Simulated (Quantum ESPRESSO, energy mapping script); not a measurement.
# MnO (Manganosite): exchange against U, a fit and a prediction

How does exchange in MnO (Manganosite) follow U? One row of the series is withheld as a test of the fit.

Main program and level: Quantum ESPRESSO 7.5; PBE+U; plane waves, U on orthogonalised atomic orbitals unless named otherwise, collinear spin, no spin–orbit coupling.

## 1. Starting point

The structure is cubic, space group Fm-3m (No. 225). The conventional cell has a = 4.446 Å, b = 4.446 Å, c = 4.446 Å, α = 90.00°, β = 90.00°, γ = 90.00°. Mn has 6 O at 2.22 Å nearest. Nearest to O lie 6 Mn at 2.22 Å. Farther neighbours and most contacts between anions are not listed.

The potential files are GBRV's for PBE; pw.x takes the functional from them.

## 2. One run of the series

The input, pw.in:

```
&control
  calculation = 'scf'
  prefix = 'pw'
  outdir = './tmp/'
  pseudo_dir = './pseudo/'
  verbosity = 'low'
/
&system
  ibrav = 0
  nat = 4
  ntyp = 3
  ecutwfc = 45
  ecutrho = 360
  nbnd = 33
  occupations = 'smearing'
  smearing = 'fd'
  degauss = 0.00367493
  nspin = 2
  starting_magnetization(1) = 0.3000
  starting_magnetization(2) = -0.3000
/
&electrons
  conv_thr = 1.0e-08
  electron_maxstep = 120
  mixing_beta = 0.3
  mixing_mode = 'plain'
/
ATOMIC_SPECIES
  Mn1 54.9380 Mn.upf
  Mn2 54.9380 Mn.upf
  O 15.9990 O.upf
CELL_PARAMETERS angstrom
  0.00000000 -2.22300000 -2.22300000
  -2.22300000 0.00000000 -2.22300000
  2.22300000 2.22300000 -4.44600000
ATOMIC_POSITIONS crystal
  Mn1 0.50000000 0.50000000 0.50000000
  Mn2 0.00000000 0.00000000 0.00000000
  O 0.75000000 0.75000000 0.75000000
  O 0.25000000 0.25000000 0.25000000
K_POINTS automatic
  11 11 11 0 0 0
HUBBARD {ortho-atomic}
U Mn1-3d 1
U Mn2-3d 1
```

On the command line:

```bash
$ OMP_NUM_THREADS=1 mpirun -n 8 pw.x -nk 8 -in pw.in > pw.out
```

Log:

```text
Program PWSCF v.7.5 starts
[...]
unit-cell volume          =     296.5343 (a.u.)^3
     number of atoms/cell      =            4
[...]
number of electrons       =        42.00
     number of Kohn-Sham states=           33
     kinetic-energy cutoff     =      45.0000  Ry
     charge density cutoff     =     360.0000  Ry
     scf convergence threshold =      1.0E-08
[...]
xc contribution           =     -68.29997093 Ry
     ewald contribution        =    -331.55128498 Ry
     Hubbard energy            =       0.02928461 Ry
     total magnetization       =     0.00 Bohr mag/cell
     absolute magnetization    =     9.21 Bohr mag/cell
     convergence has been achieved in  10 iterations
=------------------------------------------------------------------------------=
   JOB DONE.
=------------------------------------------------------------------------------=
[key lines of the parts left out:]
!    total energy              =    -487.07339506 Ry
the Fermi energy is    12.9756 ev
```

Run time: 25 s. Hardware: 8 MPI ranks of Arm Neoverse V2, shared host; peak memory 0.97 GiB; 3.3 min of CPU time.

At each step 5 orders with opposed moments are measured from the parallel order and fitted to E = −Σ J e·e over ordered pairs of unit vectors. The series follows the Mn–Mn pairs, 3.14 Å apart in the run shown.

## 3. The series

| U (eV) | J (meV) | largest moment (μB) |
| --- | --- | --- |
| 1 | -5.55 | 4.21 |
| 2 | -4.69 | 4.25 |
| 3 | ? | ? |
| 4 | -3.61 | 4.29 |
| 5 | -3.27 | 4.31 |
| 6 | -3.02 | 4.33 |
| 7 | -2.82 | 4.34 |

Wanted: J at U = 3.

## 4. The fit

In its simplest form antiferromagnetic superexchange goes as t²/(U + Δ). Then 1/|J| is a straight line in U: 1/|J| = a + b U.

| x | y | x − x̄ | y − ȳ | fit |
| --- | --- | --- | --- | --- |
| 1 | 0.1802 | -3.17 | -0.0968 | 0.1840 |
| 2 | 0.2132 | -2.17 | -0.0638 | 0.2134 |
| 4 | 0.2770 | -0.167 | 1.6e-5 | 0.2721 |
| 5 | 0.3058 | 0.833 | 0.0288 | 0.3015 |
| 6 | 0.3311 | 1.83 | 0.0541 | 0.3308 |
| 7 | 0.3546 | 2.83 | 0.0776 | 0.3602 |

With x̄ = 4.167 and ȳ = 0.2770, least squares gives b = Σ(x − x̄)(y − ȳ)/Σ(x − x̄)² = 0.02936 and a = ȳ − b x̄ = 0.1546. At x = 3 the line gives y = 0.2427, so J = -4.12 meV.

## 5. Summary of results

| Quantity | Value |
| --- | --- |
| J predicted by the fit | -4.12 meV |
| J of the withheld step | -4.06 meV |

**Reading.** The fit predicts -4.12 meV and the withheld step gave -4.06 meV, a miss of 0.06 meV. The line holds the rows used within 3 % of the largest J. The ratio a/b = 5.3 eV plays the part of Δ; it is an effective number, since U also moves the hopping and the charge-transfer energy. The orders cannot split some shells, so J is a sum: the value at 3.14 Å holds J(3.14) + 4 J(8.32). At 3 of 7 steps the fit of the energies is itself in doubt, for one or more of these reasons: some orders are gapless and others have a gap. The series was picked because its coupling changes steadily.

[Logs and program files are shortened in this print: banners, set-up blocks, solver, clock and traceback lines can be left out without a mark of their own.]

[Logs are printed without paths, hosts, clocks, repeated set-up lines and the standing remarks that a program may print on its own settings, such as how far it seeks lower states.]

[Hosts, paths, dates, database ids (printed as entryN), source tags and the programs' standing remarks are cut or masked in the printed files.]

[Where a cell is said to come from a database of computed structures, the database is the Materials Project.]
